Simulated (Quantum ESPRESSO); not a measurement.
# MgS, rock salt type, strained in the (001) plane, stepped through biaxial strain in the plane, part 2 of 6

Aim: how the results for MgS, rock salt type, strained in the (001) plane change with biaxial strain in the plane.

Quantum ESPRESSO 7.5; plane-wave DFT, PBE, GBRV ultrasoft pseudopotentials.

So far. Step 2 (Relaxing cell and ions of the reference):  The last row is no step: it is a fresh SCF in the final cell with a new plane-wave basis, +0 meV from the row before.

The structure was built from a prototype and need not be the compound's stable phase.

### 3. Variable-cell relaxation, -4 %

What the set-up leaves free in this member is relaxed.

Contents of m0.relax.in:

```
&control
  prefix = 'm0.relax'
  outdir = './out'
  pseudo_dir = './pseudo'
  nstep = 40
  forc_conv_thr = 0.001
  calculation = 'vc-relax'
/
&system
  ibrav = 0
  nat = 4
  ntyp = 2
  ecutwfc = 50
  ecutrho = 250
  occupations = 'fixed'
/
&electrons
  conv_thr = 1e-10
  mixing_beta = 0.6
  electron_maxstep = 120
/
&ions
/
&cell
  cell_dofree = 'z'
  press_conv_thr = 0.3
/
ATOMIC_SPECIES
  Mg  24.3050  mg_pbe_v1.4.uspp.F.UPF
  S   32.0600  s_pbe_v1.4.uspp.F.UPF
CELL_PARAMETERS angstrom
  3.54896918784000 0.00000000000000 0.00000000000000
  0.00000000000000 3.54896918784000 0.00000000000000
  0.00000000000000 0.00000000000000 5.22682067900000
ATOMIC_POSITIONS crystal
  Mg  0.000000000000 0.000000000000 0.000000000000
  S   0.500000000000 0.500000000000 0.000000000000
  Mg  0.500000000000 0.500000000000 0.500000000000
  S   0.000000000000 0.000000000000 0.500000000000
K_POINTS automatic
  6 6 6 0 0 0
```

On the command line:

```
> OMP_NUM_THREADS=1 mpirun -n 4 pw.x -nk 4 -in m0.relax.in > m0.relax.out
```

Log:

```text
[banner, memory and clock lines left out]
Program PWSCF v.7.5 starts
[citation notice left out]

[...]
Message from routine setup:
[...]
bravais-lattice index     =            0
     lattice parameter (alat)  =       6.7066  a.u.
     unit-cell volume          =     444.2615 (a.u.)^3
     number of atoms/cell      =            4
     number of atomic types    =            2
     number of electrons       =        32.00
     number of Kohn-Sham states=           16
     kinetic-energy cutoff     =      50.0000  Ry
     charge density cutoff     =     250.0000  Ry
     scf convergence threshold =      1.0E-10
     mixing beta               =       0.6000
     number of iterations used =            8  plain     mixing
     energy convergence thresh.=      1.0E-04
     force convergence thresh. =      1.0E-03
     press convergence thresh. =      3.0E-01
     Exchange-correlation=  SLA  PW   PBX  PBC
                           (   1   4   3   4   0   0   0)
     nstep                     =           40

[...]
PseudoPot. # 1 for Mg read from file:
     ./pseudo/mg_pbe_v1.4.uspp.F.UPF
     Pseudo is Ultrasoft, Zval = 10.0
     Generated by new atomic code, or converted to UPF format
     Using radial grid of  821 points,  7 beta functions with:
                l(1) =   0
                l(2) =   0
                l(3) =   0
                l(4) =   1
                l(5) =   1
                l(6) =   2
                l(7) =   2
     Q(r) pseudized with  8 coefficients,  rinner =    1.200   1.200   1.200
                                                       1.200   1.200

     PseudoPot. # 2 for S  read from file:
     ./pseudo/s_pbe_v1.4.uspp.F.UPF
     Pseudo is Ultrasoft + core correction, Zval =  6.0
     Generated by new atomic code, or converted to UPF format
     Using radial grid of  907 points,  6 beta functions with:
                l(1) =   0
                l(2) =   0
                l(3) =   1
                l(4) =   1
                l(5) =   2
                l(6) =   2
     Q(r) pseudized with  8 coefficients,  rinner =    1.300   1.300   1.300
                                                       1.300   1.300

     atomic species   valence    mass     pseudopotential
     Mg               10.00    24.30500     Mg( 1.00)
     S                 6.00    32.06000     S ( 1.00)

     16 Sym. Ops., with inversion, found

[...]
number of k points=    40
[...]
Dense  grid:    29629 G-vectors     FFT dimensions: (  36,  36,  50)

     Smooth grid:    21209 G-vectors     FFT dimensions: (  32,  32,  45)

     Initial potential from superposition of free atoms

     starting charge      31.3995, renormalised to      32.0000
     Starting wfcs are   18 randomized atomic wfcs

     per-process dynamical memory:    50.9 Mb

     Self-consistent Calculation

     iteration #  1     ecut=    50.00 Ry     beta= 0.60
     Davidson diagonalization with overlap
     ethr =  1.00E-02,  avg # of iterations =  2.0

     total energy              =    -299.15541579 Ry
     estimated scf accuracy    <       0.35323769 Ry

     iteration #  2     ecut=    50.00 Ry     beta= 0.60
[...]
total energy              =    -299.25480536 Ry
     estimated scf accuracy    <       0.02249565 Ry

     iteration #  3     ecut=    50.00 Ry     beta= 0.60
[...]
total energy              =    -299.25624794 Ry
     estimated scf accuracy    <       0.00224171 Ry

     iteration #  4     ecut=    50.00 Ry     beta= 0.60
[...]
total energy              =    -299.25657738 Ry
     estimated scf accuracy    <       0.00022445 Ry

     iteration #  5     ecut=    50.00 Ry     beta= 0.60
[...]
total energy              =    -299.25662606 Ry
     estimated scf accuracy    <       0.00005988 Ry

     iteration #  6     ecut=    50.00 Ry     beta= 0.60
[...]
total energy              =    -299.25664371 Ry
     estimated scf accuracy    <       0.00001183 Ry

     iteration #  7     ecut=    50.00 Ry     beta= 0.60
[...]
total energy              =    -299.25664549 Ry
     estimated scf accuracy    <       0.00000047 Ry

     iteration #  8     ecut=    50.00 Ry     beta= 0.60
[...]
total energy              =    -299.25664596 Ry
     estimated scf accuracy    <          3.6E-09 Ry

     iteration #  9     ecut=    50.00 Ry     beta= 0.60
[...]
total energy              =    -299.25664596 Ry
     estimated scf accuracy    <          7.6E-09 Ry

     iteration # 10     ecut=    50.00 Ry     beta= 0.60
[...]
total energy              =    -299.25664596 Ry
     estimated scf accuracy    <          2.2E-09 Ry

     iteration # 11     ecut=    50.00 Ry     beta= 0.60
[...]
End of self-consistent calculation

          k = 0.0000 0.0000 0.0000 (  2671 PWs)   bands (ev):

   -67.5655 -67.5650 -34.3463 -34.3387 -34.3334 -34.3334 -34.3304 -34.3304
    -6.0380  -4.2501   2.4501   5.3314   5.3314   6.9761   6.9761   7.1346

          k = 0.0000 0.0000 0.1132 (  2670 PWs)   bands (ev):

   -67.5655 -67.5650 -34.3458 -34.3392 -34.3332 -34.3332 -34.3306 -34.3306
    -5.9439  -4.4095   2.7078   5.4156   5.4156   6.5985   6.8259   6.8259

[...]
highest occupied level (ev):     7.1346

!    total energy              =    -299.25664596 Ry
     estimated scf accuracy    <          7.9E-12 Ry

     The total energy is the sum of the following terms:
     one-electron contribution =    -192.03123120 Ry
     hartree contribution      =     100.73308343 Ry
     xc contribution           =     -51.11399220 Ry
     ewald contribution        =    -156.84450599 Ry

     convergence has been achieved in  11 iterations

     Forces acting on atoms (cartesian axes, Ry/au):

     atom    1 type  1   force =     0.00000000    0.00000000    0.00000000
     atom    2 type  2   force =     0.00000000    0.00000000    0.00000000
     atom    3 type  1   force =     0.00000000    0.00000000    0.00000000
     atom    4 type  2   force =     0.00000000    0.00000000    0.00000000

     Total force =     0.000000     Total SCF correction =     0.000000

     Computing stress (Cartesian axis) and pressure

          total   stress  (Ry/bohr**3)                   (kbar)     P=       74.59
   0.00064012   0.00000000   0.00000000           94.16        0.00        0.00
   0.00000000   0.00064012   0.00000000            0.00       94.16        0.00
   0.00000000   0.00000000   0.00024101            0.00        0.00       35.45

     BFGS Geometry Optimization
     Energy error            =      6.4E-04 Ry
     Gradient error          =      0.0E+00 Ry/Bohr
     Cell gradient error     =      3.5E+01 kbar

     number of scf cycles    =   1
     number of bfgs steps    =   0

     enthalpy           new  =    -299.2566459595 Ry

     new trust radius        =       0.0253999750 bohr
     new conv_thr            =            1.0E-10 Ry

     new unit-cell volume =    446.93832 a.u.^3 (    66.22943 Ang^3 )
     density =      2.82643 g/cm^3

CELL_PARAMETERS (angstrom)
   3.548969188   0.000000000   0.000000000
   0.000000000   3.548969188   0.000000000
   0.000000000   0.000000000   5.258314225

ATOMIC_POSITIONS (crystal)
Mg               0.0000000000        0.0000000000        0.0000000000
S                0.5000000000        0.5000000000        0.0000000000
Mg               0.5000000000        0.5000000000        0.5000000000
S                0.0000000000        0.0000000000        0.5000000000

[...]
NEW-OLD atomic charge density approx. for the potential
     New effective cutoffs (rho, wfc):  249.53   49.99

     per-process dynamical memory:    70.9 Mb

[...]
!    total energy              =    -299.25720527 Ry
[...]
Total force =     0.000000     Total SCF correction =     0.000000
[...]
number of bfgs steps    =   1
[...]
new trust radius        =       0.0379856953 bohr
[...]
!    total energy              =    -299.25773949 Ry
[...]
Total force =     0.000000     Total SCF correction =     0.000000
[...]
number of bfgs steps    =   2
[...]
new trust radius        =       0.0390913924 bohr
[...]
!    total energy              =    -299.25794249 Ry
[...]
Total force =     0.000000     Total SCF correction =     0.000000
[...]
number of bfgs steps    =   3
[...]
new trust radius        =       0.0044239442 bohr
[...]
!    total energy              =    -299.25794479 Ry
[...]
Total force =     0.000000     Total SCF correction =     0.000000
[...]
Self-consistent Calculation

     iteration #  1     ecut=    50.00 Ry     beta= 0.60
     Davidson diagonalization with overlap
     ethr =  1.00E-06,  avg # of iterations =  7.9

     total energy              =    -299.18355394 Ry
     estimated scf accuracy    <       0.32715248 Ry

[...]
iteration # 12     ecut=    50.00 Ry     beta= 0.60
[...]
End of self-consistent calculation

          k = 0.0000 0.0000 0.0000 (  2743 PWs)   bands (ev):

   -67.9115 -67.9111 -34.6946 -34.6880 -34.6758 -34.6758 -34.6734 -34.6734
    -6.1966  -4.5693   2.2703   5.1570   5.1570   6.6362   6.6362   6.8757

          k = 0.0000 0.0000 0.1104 (  2755 PWs)   bands (ev):

   -67.9115 -67.9111 -34.6942 -34.6885 -34.6756 -34.6756 -34.6736 -34.6736
    -6.1101  -4.7124   2.5190   5.2342   5.2342   6.3389   6.5045   6.5045

[...]
highest occupied level (ev):     6.8757

!    total energy              =    -299.25797269 Ry
     estimated scf accuracy    <          4.0E-13 Ry

     The total energy is the sum of the following terms:
     one-electron contribution =    -194.25773838 Ry
     hartree contribution      =     101.47804754 Ry
     xc contribution           =     -51.07214257 Ry
     ewald contribution        =    -155.40613928 Ry

     convergence has been achieved in  12 iterations

     Forces acting on atoms (cartesian axes, Ry/au):

     atom    1 type  1   force =     0.00000000    0.00000000    0.00000000
     atom    2 type  2   force =     0.00000000    0.00000000    0.00000000
     atom    3 type  1   force =     0.00000000    0.00000000    0.00000000
     atom    4 type  2   force =     0.00000000    0.00000000    0.00000000

     Total force =     0.000000     Total SCF correction =     0.000000

     Computing stress (Cartesian axis) and pressure

          total   stress  (Ry/bohr**3)                   (kbar)     P=       54.57
   0.00055560   0.00000000   0.00000000           81.73        0.00        0.00
   0.00000000   0.00055560   0.00000000            0.00       81.73        0.00
   0.00000000   0.00000000   0.00000171            0.00        0.00        0.25

[...]
```

Wall time 78 s (4 MPI ranks of Intel Xeon Platinum 8259CL at 2.50GHz (Skylake/Cascade Lake), shared host); peak memory 0.42 GiB.

Relaxation path:

| step | energy less that of the first step (eV) | largest force (eV/Å) | volume (Å³) |
| --- | --- | --- | --- |
| 1 | 0.0000 | 0.0000 | 65.83 |
| 2 | -0.0076 | 0.0000 | 66.23 |
| 3 | -0.0149 | 0.0000 | 66.82 |
| 4 | -0.0176 | 0.0000 | 67.44 |
| 5 | -0.0177 | 0.0000 | 67.51 |
| 6 | -0.0181 | 0.0000 | 67.51 |

| conventional cell, symmetrised | before | after | change |
| --- | --- | --- | --- |
| a (Å) | 3.549 | 3.549 | +0.0 % |
| b (Å) | 3.549 | 3.549 | +0.0 % |
| c (Å) | 5.227 | 5.360 | +2.5 % |
| volume (Å³/atom) | 16.46 | 16.88 | +2.5 % |

The relaxed structure:

```cif
data_structure
_symmetry_space_group_name_H-M 'P 1'
_symmetry_Int_Tables_number 1
_cell_length_a 3.5490
_cell_length_b 3.5490
_cell_length_c 5.3599
_cell_angle_alpha 90.000
_cell_angle_beta 90.000
_cell_angle_gamma 90.000
_cell_volume 67.51
loop_
_atom_site_label
_atom_site_type_symbol
_atom_site_fract_x
_atom_site_fract_y
_atom_site_fract_z
_atom_site_occupancy
Mg1 Mg 0.00000 0.00000 0.00000 1
S2 S 0.50000 0.50000 0.00000 1
Mg3 Mg 0.50000 0.50000 0.50000 1
S4 S 0.00000 0.00000 0.50000 1
```

 The last row is no step: it is a fresh SCF in the final cell with a new plane-wave basis, -0 meV from the row before.

Read from the output:

```
free energy                    : -4071.6121 eV
valence top, on the run's zero : 6.876 eV
```

### 4. Ground state, -4 %

The self-consistent run of this member.

Contents of m0.scf.in:

```
&control
  prefix = 'm0.scf'
  outdir = './out'
  pseudo_dir = './pseudo'
  calculation = 'scf'
  tprnfor = .true.
/
&system
  ibrav = 0
  nat = 4
  ntyp = 2
  ecutwfc = 40
  ecutrho = 200
  occupations = 'fixed'
  nbnd = 20
/
&electrons
  conv_thr = 1e-09
  mixing_beta = 0.6
  electron_maxstep = 120
/
ATOMIC_SPECIES
  Mg  24.3050  mg_pbe_v1.4.uspp.F.UPF
  S   32.0600  s_pbe_v1.4.uspp.F.UPF
CELL_PARAMETERS angstrom
  3.54896918800000 0.00000000000000 0.00000000000000
  0.00000000000000 3.54896918800000 0.00000000000000
  0.00000000000000 0.00000000000000 5.35993964000000
ATOMIC_POSITIONS crystal
  Mg  0.000000000000 0.000000000000 0.000000000000
  S   0.500000000000 0.500000000000 0.000000000000
  Mg  0.500000000000 0.500000000000 0.500000000000
  S   0.000000000000 0.000000000000 0.500000000000
K_POINTS automatic
  6 6 6 0 0 0
```

On the command line:

```
> OMP_NUM_THREADS=1 mpirun -n 4 pw.x -nk 4 -in m0.scf.in > m0.scf.out
```

Log:

```text
[banner, memory and clock lines left out]
Program PWSCF v.7.5 starts
[citation notice left out]

[...]
Message from routine setup:
[...]
bravais-lattice index     =            0
     lattice parameter (alat)  =       6.7066  a.u.
     unit-cell volume          =     455.5761 (a.u.)^3
     number of atoms/cell      =            4
     number of atomic types    =            2
     number of electrons       =        32.00
     number of Kohn-Sham states=           20
     kinetic-energy cutoff     =      40.0000  Ry
     charge density cutoff     =     200.0000  Ry
     scf convergence threshold =      1.0E-09
     mixing beta               =       0.6000
     number of iterations used =            8  plain     mixing
     Exchange-correlation=  SLA  PW   PBX  PBC
                           (   1   4   3   4   0   0   0)

[...]
PseudoPot. # 1 for Mg read from file:
     ./pseudo/mg_pbe_v1.4.uspp.F.UPF
     Pseudo is Ultrasoft, Zval = 10.0
     Generated by new atomic code, or converted to UPF format
     Using radial grid of  821 points,  7 beta functions with:
                l(1) =   0
                l(2) =   0
                l(3) =   0
                l(4) =   1
                l(5) =   1
                l(6) =   2
                l(7) =   2
     Q(r) pseudized with  8 coefficients,  rinner =    1.200   1.200   1.200
                                                       1.200   1.200

     PseudoPot. # 2 for S  read from file:
     ./pseudo/s_pbe_v1.4.uspp.F.UPF
     Pseudo is Ultrasoft + core correction, Zval =  6.0
     Generated by new atomic code, or converted to UPF format
     Using radial grid of  907 points,  6 beta functions with:
                l(1) =   0
                l(2) =   0
                l(3) =   1
                l(4) =   1
                l(5) =   2
                l(6) =   2
     Q(r) pseudized with  8 coefficients,  rinner =    1.300   1.300   1.300
                                                       1.300   1.300

     atomic species   valence    mass     pseudopotential
     Mg               10.00    24.30500     Mg( 1.00)
     S                 6.00    32.06000     S ( 1.00)

     16 Sym. Ops., with inversion, found

[...]
number of k points=    40
[...]
Dense  grid:    21737 G-vectors     FFT dimensions: (  32,  32,  45)

     Smooth grid:    15593 G-vectors     FFT dimensions: (  27,  27,  45)

     Initial potential from superposition of free atoms

     starting charge      31.3995, renormalised to      32.0000
     Starting wfcs are   18 randomized atomic wfcs +    2 random wfcs

     per-process dynamical memory:    36.8 Mb

     Self-consistent Calculation

     iteration #  1     ecut=    40.00 Ry     beta= 0.60
     Davidson diagonalization with overlap
     ethr =  1.00E-02,  avg # of iterations =  5.7

     total energy              =    -299.17760740 Ry
     estimated scf accuracy    <       0.33132225 Ry

     iteration #  2     ecut=    40.00 Ry     beta= 0.60
[...]
total energy              =    -299.25585501 Ry
     estimated scf accuracy    <       0.01995844 Ry

     iteration #  3     ecut=    40.00 Ry     beta= 0.60
[...]
total energy              =    -299.25739494 Ry
     estimated scf accuracy    <       0.00171181 Ry

     iteration #  4     ecut=    40.00 Ry     beta= 0.60
[...]
total energy              =    -299.25749816 Ry
     estimated scf accuracy    <       0.00004917 Ry

     iteration #  5     ecut=    40.00 Ry     beta= 0.60
[...]
total energy              =    -299.25750909 Ry
     estimated scf accuracy    <       0.00000077 Ry

     iteration #  6     ecut=    40.00 Ry     beta= 0.60
[...]
total energy              =    -299.25750967 Ry
     estimated scf accuracy    <          5.3E-09 Ry

     iteration #  7     ecut=    40.00 Ry     beta= 0.60
[...]
End of self-consistent calculation

          k = 0.0000 0.0000 0.0000 (  1973 PWs)   bands (ev):

   -67.9074 -67.9070 -34.6902 -34.6837 -34.6714 -34.6714 -34.6690 -34.6690
    -6.1963  -4.5690   2.2706   5.1573   5.1573   6.6365   6.6365   6.8758
     9.9087  10.7757  11.1390  14.1787

          k = 0.0000 0.0000 0.1104 (  1945 PWs)   bands (ev):

   -67.9074 -67.9070 -34.6898 -34.6841 -34.6712 -34.6712 -34.6692 -34.6692
    -6.1098  -4.7120   2.5192   5.2345   5.2345   6.3390   6.5048   6.5048
    10.1459  11.2658  11.3723  13.7974

[...]
highest occupied, lowest unoccupied level (ev):     6.8758    9.5146

!    total energy              =    -299.25750968 Ry
     estimated scf accuracy    <          6.5E-10 Ry

     The total energy is the sum of the following terms:
     one-electron contribution =    -194.26111600 Ry
     hartree contribution      =     101.48273187 Ry
     xc contribution           =     -51.07298627 Ry
     ewald contribution        =    -155.40613928 Ry

     convergence has been achieved in   7 iterations

     Forces acting on atoms (cartesian axes, Ry/au):

     atom    1 type  1   force =     0.00000000    0.00000000    0.00000000
     atom    2 type  2   force =     0.00000000    0.00000000    0.00000000
     atom    3 type  1   force =     0.00000000    0.00000000    0.00000000
     atom    4 type  2   force =     0.00000000    0.00000000    0.00000000

     Total force =     0.000000     Total SCF correction =     0.000000

[...]
```

The job ended after 12 s (4 MPI ranks; peak memory 0.34 GiB; 48 s of CPU time).

Read from the output:

- free energy: -4071.6058 eV
- conduction bottom, on the run's zero: 9.515 eV
- gap by band count: 2.639 eV

[end of part 2 of 6]

[Logs are printed without paths, hosts, clocks, repeated set-up lines and the standing remarks that a program may print on its own settings, such as how far it seeks lower states.]

[Hosts, paths, dates, database ids (printed as entryN), source tags and the programs' standing remarks are cut or masked in the printed files.]

[Maps of the electrostatic potential energy from Ansatz leave out the sawtooth potential of an applied field or a dipole correction, so their vacuum need not be flat; planar profiles and work functions include it.]
